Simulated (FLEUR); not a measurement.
# MnPt: magnetism against the volume, part 2 of 2

Wanted: the trend of the moments of MnPt with the volume.

FLEUR MaX-R8.1; LDA (VWN); all-electron FLAPW, Dirac cores, scalar-relativistic bands.

So far, largest spin moment in the muffin-tin sphere (μB): step 2 (factor 1, start ferro +) 3.67; step 3 (factor 1, start antiferro q=(1/2,1/2,0) +-) 3.61; step 5 (factor 1.12, start ferro +) 3.90.

### 6. Factor 1.12, start antiferro q=(1/2,1/2,0) +-

The k list default-1 (kpts.xml, not shown) is a Γ-centred 5×10×10 mesh.

Input file inp.xml:

```
<?xml version="1.0" encoding="UTF-8" standalone="no"?>
<fleurInput fleurInputVersion="0.39">
   <comment>
      MnPt
   </comment>
   <calculationSetup>
      <cutoffs Kmax="3.6" Gmax="10.8" GmaxXC="10.8" numbands="0"/>
      <scfLoop itmax="110" minDistance="0.00002" maxIterBroyd="15" imix="Anderson" alpha="0.05" precondParam="0.0" spinf="2.0" sdNocoIR="T"/>
      <coreElectrons ctail="T" frcor="F" kcrel="0" coretail_lmax="0"/>
      <xcFunctional name="vwn" relativisticCorrections="F"/>
      <magnetism jspins="2"/>
      <soc l_soc="F" theta="0.0" phi="0.0" spav="F"/>
      <expertModes spex="0" secvar="F"/>
      <geometryOptimization l_f="F" forcealpha="1.0" forcemix="BFGS" epsdisp="0.00001" epsforce="0.00001"/>
      <ldaU l_linMix="F" mixParam="0.05" spinf="1.0"/>
   </calculationSetup>
   <cell>
      <bzIntegration valenceElectrons="62.0" mode="hist" fermiSmearingEnergy="0.00183747">
         <kPointListSelection listName="default-1"/>
         <xi:include xmlns:xi="http://www.w3.org/2001/XInclude" href="kpts.xml"> </xi:include>
      </bzIntegration>
      <xi:include xmlns:xi="http://www.w3.org/2001/XInclude" href="sym.xml"> </xi:include>
      <bulkLattice scale="1.0">
         <bravaisMatrix>
            <row-1>   11.1076274678186824     0.0000000000377945     0.0000000000000000</row-1>
            <row-2>    5.5538137338809959     5.5538137339376874     0.0000000000000000</row-2>
            <row-3>    0.0000000000000000     0.0000000000000000     7.1826707655498145</row-3>
         </bravaisMatrix>
      </bulkLattice>
   </cell>
   <atomSpecies>
      <species name="Manganese 3.500" element="Mn" atomicNumber="25">
         <mtSphere radius="2.39" gridPoints="791" logIncrement="0.015"/>
         <atomicCutoffs lmax="8" lnonsphr="6"/>
         <electronConfig flipSpins="F">
            <coreConfig>(1s1/2) (2s1/2) (2p1/2) (2p3/2)</coreConfig>
            <valenceConfig>(3s1/2) (3p1/2) (3p3/2) (4s1/2) (3d3/2) (3d5/2)</valenceConfig>
            <stateOccupation state="(3d3/2)" spinUp="1.25" spinDown="0.75"/>
            <stateOccupation state="(3d5/2)" spinUp="3.0" spinDown="0.0"/>
         </electronConfig>
         <energyParameters s="4" p="4" d="3" f="4"/>
         <lo type="SCLO" l="0" n="3" eDeriv="0"/>
         <lo type="SCLO" l="1" n="3" eDeriv="0"/>
      </species>
      <species name="Manganese -3.500" element="Mn" atomicNumber="25">
         <mtSphere radius="2.39" gridPoints="791" logIncrement="0.015"/>
         <atomicCutoffs lmax="8" lnonsphr="6"/>
         <electronConfig flipSpins="F">
            <coreConfig>(1s1/2) (2s1/2) (2p1/2) (2p3/2)</coreConfig>
            <valenceConfig>(3s1/2) (3p1/2) (3p3/2) (4s1/2) (3d3/2) (3d5/2)</valenceConfig>
            <stateOccupation state="(3d3/2)" spinUp="0.75" spinDown="1.25"/>
            <stateOccupation state="(3d5/2)" spinUp="0.0" spinDown="3.0"/>
         </electronConfig>
         <energyParameters s="4" p="4" d="3" f="4"/>
         <lo type="SCLO" l="0" n="3" eDeriv="0"/>
         <lo type="SCLO" l="1" n="3" eDeriv="0"/>
      </species>
      <species name="Platinum (Pt)" element="Pt" atomicNumber="78">
         <mtSphere radius="2.39" gridPoints="791" logIncrement="0.017"/>
         <atomicCutoffs lmax="8" lnonsphr="6"/>
         <electronConfig flipSpins="F">
            <coreConfig>(1s1/2) (2s1/2) (2p1/2) (2p3/2) (3s1/2) (3p1/2) (3p3/2) (4s1/2) (3d3/2) (3d5/2) (4p1/2) (4p3/2) (5s1/2) (4d3/2) (4d5/2) (4f5/2) (4f7/2)</coreConfig>
            <valenceConfig>(5p1/2) (5p3/2) (6s1/2) (5d3/2) (5d5/2)</valenceConfig>
            <stateOccupation state="(6s1/2)" spinUp="0.500000" spinDown="0.500000"/>
            <stateOccupation state="(5d3/2)" spinUp="1.800000" spinDown="1.800000"/>
            <stateOccupation state="(5d5/2)" spinUp="2.700000" spinDown="2.700000"/>
         </electronConfig>
         <energyParameters s="6" p="6" d="5" f="5"/>
         <lo type="SCLO" l="1" n="5" eDeriv="0"/>
      </species>
   </atomSpecies>
   <atomGroups>
      <atomGroup species="Manganese 3.500">
         <relPos label="                   1">.0000000000 .0000000000 .0000000000</relPos>
         <force calculate="T" relaxXYZ="TTT"/>
      </atomGroup>
      <atomGroup species="Manganese -3.500">
         <relPos label="                   2">1.000/2.000 .0000000000 .0000000000</relPos>
         <force calculate="T" relaxXYZ="TTT"/>
      </atomGroup>
      <atomGroup species="Platinum (Pt)">
         <relPos label="                   3">.0000000000 1.000/2.000 1.000/2.000</relPos>
         <relPos label="                   4">1.000/2.000 1.000/2.000 1.000/2.000</relPos>
         <force calculate="T" relaxXYZ="TTT"/>
      </atomGroup>
   </atomGroups>
   <output dos="F" band="F" slice="F">
      <bandDOS minEnergy="-.5*Htr" maxEnergy="0.5*Htr" sigma="0.015" storeEVData="T"/>
      <plotting iplot="0" polar="F">
         <plot TwoD="T" vec1="  1.0  0.0  0.0" vec2="  0.0  1.0  0.0" vec3="  0.0  0.0  1.0" zero="  0.0  0.0  0.0" file="plot"/>
      </plotting>
      <moessbauerParams electricFieldGradient="F" isomerShift="F" coreHyperfine="F" valenceHyperfine="F"/>
   </output>
</fleurInput>
```

Input file crystal.txt:

```
MnPt
&input film=F cartesian=F /
5.87790332325  0.00000000002  0.00000000000
2.93895166161  2.93895166164  0.00000000000
0.00000000000  0.00000000000  3.80090568260
1.8897261246
1.0 1.0 1.0

4
25 0.00000000000  0.00000000000  0.00000000000 : 3.500
25 0.50000000000  0.00000000000  0.00000000000 : -3.500
78 0.00000000000  0.50000000000  0.50000000000
78 0.50000000000  0.50000000000  0.50000000000

&kpt div1=5 div2=10 div3=10 gamma=T /
```

The run is started by

```
> OMP_NUM_THREADS=1 inpgen -f crystal.txt > inpgen.log  # inp.xml is then edited as shown
> OMP_NUM_THREADS=1 mpirun -n 4 fleur_MPI > fleur.log
```

Wall time 100 s (4 MPI ranks of Arm Neoverse V1, shared host); peak memory 0.29 GiB.

This step gave:

```yaml
free_energy: -1066307.3843 eV
program_s_band_gap_on_this_mesh_in_a_metal_only_a_level_spacing: 0 eV
magnetization: 0 μB
final_state: antiferromagnetic
largest_moment: 3.835 μB
```

After 25 cycles the largest moment stands at 3.83 μB.

### 7. Trends

In all 27 runs were made at the factors 0.88, 0.91, 0.94, 0.97, 1, 1.03, 1.06, 1.09 and 1.12, of which 27 converged. The tables hold the factors at which the parallel start converged, and CPU times count converged runs alone. Differences are of free energies.

Final states:

| volume factor | ferro + | antiferro q=(1/2,1/2,0) +- | no spin polarisation | CPU time (s) |
| --- | --- | --- | --- | --- |
| 0.88 | ferromagnetic | antiferromagnetic | non-magnetic | 445.6 |
| 0.91 | ferromagnetic | antiferromagnetic | non-magnetic | 408 |
| 0.94 | ferromagnetic | antiferromagnetic | non-magnetic | 437.4 |
| 0.97 | ferromagnetic | antiferromagnetic | non-magnetic | 440.5 |
| 1 | ferromagnetic | antiferromagnetic | non-magnetic | 449 |
| 1.03 | ferromagnetic | antiferromagnetic | non-magnetic | 459.3 |
| 1.06 | ferromagnetic | antiferromagnetic | non-magnetic | 467.8 |
| 1.09 | ferromagnetic | antiferromagnetic | non-magnetic | 518.3 |
| 1.12 | ferromagnetic | antiferromagnetic | non-magnetic | 545.2 |

Energy over the lowest point, ferro + against volume factor:

| volume factor | energy over the lowest point, ferro + (meV a primitive cell) |
| --- | --- |
| 0.8800 | 35.8 |
| 0.9100 | 9.05 |
| 0.9400 | 0 |
| 0.9700 | 15.1 |
| 1.0000 | 57.4 |
| 1.0300 | 125 |
| 1.0600 | 212 |
| 1.0900 | 318 |
| 1.1200 | 441 |

Largest sphere moment against volume factor:

| volume factor | ferro + (μB) | antiferro q=(1/2,1/2,0) +- (μB) |
| --- | --- | --- |
| 0.8800 | 2.41 | 3.29 |
| 0.9100 | 3.14 | 3.39 |
| 0.9400 | 3.39 | 3.47 |
| 0.9700 | 3.56 | 3.54 |
| 1.0000 | 3.67 | 3.61 |
| 1.0300 | 3.75 | 3.67 |
| 1.0600 | 3.81 | 3.73 |
| 1.0900 | 3.85 | 3.78 |
| 1.1200 | 3.90 | 3.83 |

The net moment, ferro + by volume factor:

| volume factor | net moment, ferro + (μB a primitive cell) |
| --- | --- |
| 0.8800 | 2.65 |
| 0.9100 | 3.49 |
| 0.9400 | 3.80 |
| 0.9700 | 4.01 |
| 1.0000 | 4.14 |
| 1.0300 | 4.22 |
| 1.0600 | 4.28 |
| 1.0900 | 4.33 |
| 1.1200 | 4.37 |

Energy less that of the parallel start against volume factor; values in meV a seeded atom:

| volume factor | antiferro q=(1/2,1/2,0) +- | no spin polarisation |
| --- | --- | --- |
| 0.8800 | -376 | 181 |
| 0.9100 | -400 | 275 |
| 0.9400 | -393 | 396 |
| 0.9700 | -376 | 525 |
| 1.0000 | -353 | 654 |
| 1.0300 | -328 | 782 |
| 1.0600 | -304 | 905 |
| 1.0900 | -282 | 1024 |
| 1.1200 | -261 | 1136 |

### 8. Results

```yaml
largest_moment_parallel_start: 2.41 μB at 0.88, 3.90 μB at 1.12
net_moment_parallel_start: 2.65 to 4.37 μB a primitive cell
start_antiferro_q_1_over_2_1_over_2_0_less_the_parallel_start: -376.2 meV at 0.88, -261.2 meV at 1.12, a seeded atom
spinless_run_less_the_parallel_start: +180.6 meV at 0.88, +1136.5 meV at 1.12, a seeded atom
```

The largest moment of the parallel start goes from 2.41 μB at 0.88 to 3.90 μB at 1.12. Its energy is least at 0.94 of the points run. The step from 0.88 to 0.91 is far larger than the others; the points are too few to tell a jump from a steep slope. The start antiferro q=(1/2,1/2,0) +- lies under the parallel start at every point where both finished. The spinless run lies over the parallel start at every point where both finished. The opposed order is one of several, taken for its small cell; another can lie lower, so the scan does not name the ground state. Atoms were not relaxed at any point.

[Logs and program files are shortened in this print: banners, set-up blocks, solver, clock and traceback lines can be left out without a mark of their own.]

[Logs are printed without paths, hosts, clocks, repeated set-up lines and the standing remarks that a program may print on its own settings, such as how far it seeks lower states.]

[Hosts, paths, dates, database ids (printed as entryN), source tags and the programs' standing remarks are cut or masked in the printed files.]

[Where a cell is said to come from a database of computed structures, the database is the Materials Project.]
